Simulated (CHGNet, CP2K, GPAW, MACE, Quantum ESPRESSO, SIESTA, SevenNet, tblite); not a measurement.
# SIESTA runs on Σ7 (111) twist boundary in a MgS-YS solid solution (84 atoms), part 2 of 2

How do the settings of SIESTA change the result for Σ7 (111) twist boundary in a MgS-YS solid solution (84 atoms)? A plane-wave run serves as the yardstick.

Program: SIESTA 5.4.2; the method stands at each step. Banners, paths, timers and routine set-up lines are dropped from the logs unmarked, and long logs keep their key lines alone; longer cuts are marked. The potentials were converted by us to PSML.

So far. Step 4 (PBE, TZP, shift 0.01 Ry, mesh 500 Ry): Against the first run (13 %), the force difference from the reference is 11 %, at 1.2 times the CPU time (on 4 against 2 cores), with 1194 basis functions against 964: the larger basis brings the forces nearer. Step 4 (PBE, TZP, shift 0.01 Ry, mesh 500 Ry): The run ends at a pressure of 3.21 GPa, with forces up to 6.4 eV/Å.

## Step 5: PBE, DZP, shift 0.02 Ry, mesh 500 Ry

Method: Kohn-Sham DFT, PBE, PseudoDojo 0.4.1 norm-conserving pseudopotentials (converted to PSML), numerical atomic orbitals (DZP), diagonalisation.

input.fdf reads:

```
SystemLabel cell
NumberOfAtoms 84
NumberOfSpecies 3
%block ChemicalSpeciesLabel
  1 12 Mg
  2 16 S
  3 39 Y
%endblock ChemicalSpeciesLabel
LatticeConstant 1.0 Ang
%block LatticeVectors
  9.78238 0.00000 0.00000
  -4.89119 8.47179 0.00000
  0.00000 0.00000 19.37344
%endblock LatticeVectors
PAO.BasisSize DZP
PAO.EnergyShift 0.02 Ry
XC.Functional GGA
XC.Authors PBE
MeshCutoff 500 Ry
%block kgrid_Monkhorst_Pack
  1 0 0 0.0
  0 1 0 0.0
  0 0 1 0.0
%endblock kgrid_Monkhorst_Pack
SolutionMethod diagon
OccupationFunction FD
ElectronicTemperature 580 K
SCF.Mixer.Method Pulay
SCF.Mixer.Weight 0.05
SCF.Mixer.History 8
SCF.Mix Hamiltonian
MaxSCFIterations 300
SCF.DM.Tolerance 1e-04
SCF.H.Tolerance 1.0e-3 eV
WriteForces T
Write.HirshfeldPop T
Write.VoronoiPop T
Write.DM F
Write.H F
XML.Write F
AtomicCoordinatesFormat Fractional
%block AtomicCoordinatesAndAtomicSpecies
[... 84 atom lines left out: the same atoms as in the first run ...]
%endblock AtomicCoordinatesAndAtomicSpecies
```

Command:

```
$ OMP_NUM_THREADS=1 mpirun -np 2 siesta < input.fdf > output.txt
```

What it wrote:

```text
Version         : 5.4.2
reinit: System Name:
reinit: System Label: cell
initatom: Reading input for the pseudopotentials and atomic orbitals ----------
Species number:   1 Atomic number:   12 Label: Mg
Species number:   2 Atomic number:   16 Label: S
Species number:   3 Atomic number:   39 Label: Y
Ground state valence configuration (from tables):   3s02  3p00  3d00  4f00
[... lines left out ...]
SCF Convergence by DM+H criterion
[... lines left out ...]
SCF cycle converged after 22 iterations
[... lines left out ...]
   Max    5.771573
[... lines left out ...]
   Max    5.771573    constrained
Stress tensor Voigt[x,y,z,yz,xz,xy] (kbar):      -16.83       -8.60       10.89       -5.70       -1.76       -2.82
[... lines left out ...]
siesta: FreeEng =    -78486.162880
[... lines left out ...]
siesta:         Fermi =      -1.495452
[... lines left out ...]
siesta:           4.84985828        -15.53378807  kBar
[... lines left out ...]
    (Free)Eharris+ p_basis*V_orbitals  =      -78448.496187 eV
Hirshfeld Atomic Populations:
Atom #   charge [q] valence [e]  Species
     1     0.305610    9.694390  Mg
     2    -0.230504    6.230504  S
     3     0.286565    9.713435  Mg
     4    -0.226714    6.226714  S
     5     0.225883    9.774117  Mg
     6    -0.255795    6.255795  S
[...]
19     0.099703   10.900297  Y
[...]
61     0.046303   10.953697  Y
[...]
65     0.069584   10.930416  Y
[...]
--------------------
 Total    -0.000037
Voronoi Atomic Populations:
Atom #   charge [q] valence [e]  Species
[...]
65     0.174115   10.825885  Y
[...]
75     0.204024   10.795976  Y
[...]
81     0.347762    9.652238  Mg
    82    -0.416622    6.416622  S
    83     0.339723    9.660277  Mg
    84    -0.424741    6.424741  S
--------------------
 Total    -0.000038
```

Wall time 6.6 min (2 MPI ranks of AMD EPYC 7571, shared host); peak memory 1.8 GiB.

Compared with the plane-wave run:

```
r.m.s. force component                  : 0.8341 eV/Å
r.m.s. difference of force components   : 85.88 meV/Å
longest difference of force vectors     : 321.2 meV/Å
force difference over r.m.s. force      : 10.77 %
slope of forces against the reference's : 1.041
correlation of force components         : 0.9955
pressure                                : 0.485 GPa
pressure difference                     : -2.329 GPa
```

Against the first run (13 %), the force difference from the reference is 11 %, at 0.77 times the CPU time: tighter orbitals come nearer here, likely by a cancellation of errors.

## Step 6: The ladder

Differences are against the plane-wave reference, forces as r.m.s. over components; share is that over the reference's r.m.s. force, slope the least-squares factor from reference forces to these. Total energies of different programs have different zeros and aren't compared.

```csv
run,"Δ force, r.m.s. (meV/Å)",share (%),slope,Δ pressure (GPa),cores,CPU time,memory (GiB)
reference,-,-,-,-,4,27 min,3.9
"SIESTA PBE, DZP, shift 0.01 Ry, mesh 500 Ry",104,13.1,1.064,0.479,2,17 min,2.1
"SIESTA PBEsol, DZP, shift 0.01 Ry, mesh 500 Ry",104,13.1,1.028,-1.69,2,17 min,2.1
"SIESTA PBE, TZP, shift 0.01 Ry, mesh 500 Ry",84.7,10.6,1.048,0.396,4,21 min,2.7
"SIESTA PBE, DZP, shift 0.02 Ry, mesh 500 Ry",85.9,10.8,1.041,-2.33,2,13 min,1.8
```

CPU time is summed over cores on a shared host, where runs went side by side, so it is rough. Symmetry, cutoffs, thresholds, outputs and thread counts weren't matched or tuned between programs; memory under MPI is the largest rank's times the ranks.

Mean charges by element (e), by run and scheme:

```csv
run,scheme,Mg,S,Y
"SIESTA PBE, DZP, shift 0.01 Ry, mesh 500 Ry",Hirshfeld,+0.28,-0.26,+0.10
"SIESTA PBEsol, DZP, shift 0.01 Ry, mesh 500 Ry",Hirshfeld,+0.26,-0.25,+0.09
"SIESTA PBE, TZP, shift 0.01 Ry, mesh 500 Ry",Hirshfeld,+0.28,-0.27,+0.11
"SIESTA PBE, DZP, shift 0.02 Ry, mesh 500 Ry",Hirshfeld,+0.25,-0.23,+0.07
```

## Step 7: Summary of results

| Quantity | Value |
| --- | --- |
| nearest in forces | a tie at 11 % of 2 runs: SIESTA PBE, TZP, shift 0.01 Ry, mesh 500 Ry; SIESTA PBE, DZP, shift 0.02 Ry, mesh 500 Ry |

The PBE runs in local orbitals differ by 11 % (SIESTA PBE, TZP, shift 0.01 Ry, mesh 500 Ry) to 13 % (SIESTA PBE, DZP, shift 0.01 Ry, mesh 500 Ry); basis, grid and potentials can all enter. Rows with another functional or a dispersion term differ by 13 % (SIESTA PBEsol, DZP, shift 0.01 Ry, mesh 500 Ry), which mixes the change of model with differences of basis and potentials. One electronic-structure run takes under half the reference's CPU time: SIESTA PBE, DZP, shift 0.02 Ry, mesh 500 Ry, at 11 % in 13 min against 27 min; its pressure misses by -2.3 GPa. In pressure, SIESTA PBE, DZP, shift 0.02 Ry, mesh 500 Ry misses by -2.3 GPa, at the same functional. The mean charges agree among these rows within 0.04 e. The potentials hold different valence shells: 372 electrons in the reference, 676 in SIESTA; this bears on time and differences. The reference's pressure holds the uncorrected Pulay stress of its 45 Ry basis, so small pressure differences, and their order, may be the reference's own error. The host structure and its lattice constant were typed by rule, without a check against the phase diagram. The reference's pressure of 2.8 GPa belongs to a cell and atoms that aren't relaxed at this level. The electronic-structure runs sample only Γ, in a cell whose shortest periodic width is 8 Å, which is coarse for a cell with partly filled levels.

[Also dropped from logs without a mark: logging warnings of Python, and SIESTA's first energy breakdown and zero terms.]

[Logs are printed without paths, hosts, clocks, repeated set-up lines and the standing remarks that a program may print on its own settings, such as how far it seeks lower states.]

[Hosts, paths, dates, database ids (printed as entryN), source tags and the programs' standing remarks are cut or masked in the printed files.]
